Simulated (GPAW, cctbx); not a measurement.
# By hand: from a DFT structure factor to an extinction distance in YBeGe

YBeGe, P-62m (no. 189), a = 6.8826 Å, b = 6.8826 Å, c = 4.0016 Å, α = 90.00°, β = 90.00°, γ = 120.00°.

| atom | mult. | x | y | z |
| --- | --- | --- | --- | --- |
| Y1 | 3 | 0 | 0.5944 | 1/2 |
| Ge1 | 1 | 0 | 0 | 1/2 |
| Ge2 | 2 | 1/3 | 2/3 | 0 |
| Be1 | 3 | 0 | 0.2236 | 0 |

The cell comes from substitution in a known structure type and wasn't matched to any measured phase.

A DFT run (GPAW, PBE, 450 eV, 6×4×4 k-points (along the axes of the calculation cell), Fermi–Dirac width 0.1 eV) gives the static X-ray structure factor of 100 as 19.518 e for the conventional cell; superposed free atoms give 19.477 e. **Problem.** Find the Fourier component V of the crystal potential and the two-beam extinction distance at 200 kV in both cases.

**1. Geometry**

The cell volume is Ω = 164.16 Å³ and d(100) = 5.9605 Å, so g = 1/d = 0.1678 Å⁻¹.

**2. The nuclei**

Electrons feel nuclei as well as electrons, so the nuclear charges are summed with the same phases.

Phase sums Σ exp(2πi h·x), turned so that the total is real and positive: Y +0.658, Ge 0.000, Be -1.330. Then F_Z = 39 × (+0.658) + 32 × (0.000) + 4 × (-1.330) = 20.36 e. The electron term has the same sign for this reflection.

**3. Mott–Bethe**

Poisson's equation, term by term, gives V = (e/4πε₀)(F_Z − F)/(πΩg²), with e/4πε₀ = 14.3996 V Å.

The prefactor is 14.3996 × 5.9605²/(π × 164.16) = 0.99196 V per electron. Free atoms: (20.36 − 19.477) × 0.99196 = 0.878 V. Crystal: (20.36 − 19.518) × 0.99196 = 0.837 V. F changes by +0.21 % and V by -4.6 %: the same 0.04 e is measured against F_Z − F = 0.9 e in place of F = 19.5 e.

**4. Extinction distance**

In the two-beam case ξ = 1/(λU) with U = 2γm₀eV/h², that is ξ = 150.41 V Å²/(γλV).

At 200 kV, λ = 0.02508 Å and γ = 1.3914. Free atoms: ξ = 4911 Å. Crystal: ξ = 5150 Å. The thickness fringes go as sin²(πt/ξ), so the two patterns slip by a quarter of a period when t|1/ξ₁ − 1/ξ₀| = 1/4, at t ≈ 2650 nm, thicker than usual samples. Thermal motion, absorption and many-beam coupling, left out here, change a real pattern.

**5. Answer**

V(100) is 0.84 V against 0.88 V, and ξ is 5150 against 4911 Å. Limits: static atoms, two beams.
